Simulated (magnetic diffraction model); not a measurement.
# Which magnetic order? K2HoI5

Space group Pnma (no. 62), a = 14.0890 Å, b = 9.5590 Å, c = 8.8770 Å.

| site | atom | x | y | z |
| --- | --- | --- | --- | --- |
| 4c | Ho | 0.9945 | 3/4 | 0.9167 |
| 8d | I | 0.0720 | 0.5436 | 0.1641 |
| 4c | I | 0.9914 | 3/4 | 0.5801 |
| 4c | I | 0.8226 | 3/4 | 0.1209 |
| 4c | I | 0.6984 | 3/4 | 0.6663 |
| 8d | K | 0.3255 | 0.9970 | 0.0562 |

This is a made-up structure (elements placed in a structure type, unrelaxed), so the numbers test the method and describe no known phase.

Only Ho is taken to order (form factors of Ho3+); orders and moment sizes are assumed, and not adapted to the symmetry. Radiation: neutrons of λ = 2.41 Å, 5° to 35°; isotropic B of 0.21 Å² (Ho), 0.21 Å² (I) and 0.37 Å² (K). The intensities are simulated: I ∝ L Σ (|F_N|² + |F_M⊥|²) for unpolarised neutrons, with F_M = 2.695 fm/μB × Σ f(s) S exp(2πi Q·r) exp(−B s²) at Q = H ± k (one set where k and −k are equivalent), only the part normal to Q counting and L = 1/(sin²θ cos θ). For collinear order S is the moment m, which repeats by lattice and centring translations R with the sign exp(−2πi k·R). Form factors are spin-only for 3d ions and dipole or tabulated for f ions, scattering lengths are Sears's of 1992, and absorption is left out. A label names one of the reflections at its angle. The strongest nuclear line in the range is 100, and lines under 0.2 are left out.

Above the ordering temperature:

```tsv
2θ (°)	index	I
18.46	(1 0 1)	100.0
19.70	(2 0 0)	65.9
21.35	(0 1 1)	43.1
29.21	(0 2 0)	26.8
29.21	(2 1 1)	25.0
31.51	(0 0 2)	10.6
33.08	(1 0 2)	0.5
33.75	(3 0 1)	13.7
34.78	(1 2 1)	19.9
```

Below it (cell unchanged):

```tsv
2θ (°)	I
9.20	929.1
16.69	85.3
17.19	48.7
18.46	100.0
19.70	65.9
21.35	43.1
22.17	18.1
24.02	95.6
25.93	14.5
27.85	52.7
28.16	139.2
29.21	26.8
29.21	25.0
29.82	5.8
30.68	218.6
31.51	10.6
31.53	88.3
33.08	0.5
33.75	13.7
33.83	147.3
34.35	22.6
34.78	19.9
```

**Question.** Find the propagation vector, then choose among these models:
A. collinear moments along [001], 6.5 μB on Ho; signs + at (0.9945, 3/4, 0.9167), − at (0.0055, 1/4, 0.0833), − at (0.5055, 1/4, 0.4167), + at (0.4945, 3/4, 0.5833)
B. collinear moments along [100], 6.5 μB on Ho; signs + at (0.9945, 3/4, 0.9167), − at (0.0055, 1/4, 0.0833), − at (0.5055, 1/4, 0.4167), + at (0.4945, 3/4, 0.5833)
C. collinear moments along [100], 6.5 μB on Ho; signs + at (0.9945, 3/4, 0.9167), + at (0.0055, 1/4, 0.0833), + at (0.5055, 1/4, 0.4167), + at (0.4945, 3/4, 0.5833)
D. collinear moments along [001], 6.5 μB on Ho; signs + at (0.9945, 3/4, 0.9167), + at (0.0055, 1/4, 0.0833), + at (0.5055, 1/4, 0.4167), + at (0.4945, 3/4, 0.5833)

The new lines index as (1/2 0 -1/2) at 9.20°, (3/2 0 1/2) at 16.69°, (1/2 1 1/2) at 17.19° and (3/2 1 1/2) at 22.17°, that is as H ± k with k = (1/2 0 1/2). Half indices mean that the moments reverse under translations with k·R a half-integer, and the magnetic cell has twice the primitive volume.

Magnetic intensity, observed (below minus above) and for each model:

| 2θ (°) | index | observed | A | B | C | D |
| --- | --- | --- | --- | --- | --- | --- |
| 9.20 | (1/2 0 -1/2) | 929.1 | 26.6 | 66.9 | 929.1 | 368.9 |
| 16.69 | (3/2 0 1/2) | 85.3 | 22.7 | 6.3 | 85.3 | 304.7 |
| 17.19 | (1/2 1 1/2) | 48.7 | 584.6 | 676.2 | 48.7 | 42.1 |
| 22.17 | (3/2 1 1/2) | 18.1 | 383.2 | 242.8 | 18.1 | 28.5 |
| 25.93 | (5/2 0 -1/2) | 14.5 | 11.4 | 1.1 | 14.5 | 143.5 |
| 29.82 | (5/2 1 1/2) | 5.8 | 220.1 | 73.2 | 5.8 | 17.4 |
| 30.68 | (1/2 2 -1/2) | 218.6 | 15.1 | 15.8 | 218.6 | 209.7 |
| 33.83 | (3/2 2 1/2) | 147.3 | 12.9 | 11.0 | 147.3 | 172.9 |

Model C matches.

The structure used: k = (1/2 0 1/2), collinear moments along [100], 6.5 μB on Ho; signs + at (0.9945, 3/4, 0.9167), + at (0.0055, 1/4, 0.0833), + at (0.5055, 1/4, 0.4167), + at (0.4945, 3/4, 0.5833).

[Logs are printed without paths, hosts, clocks, repeated set-up lines and the standing remarks that a program may print on its own settings, such as how far it seeks lower states.]
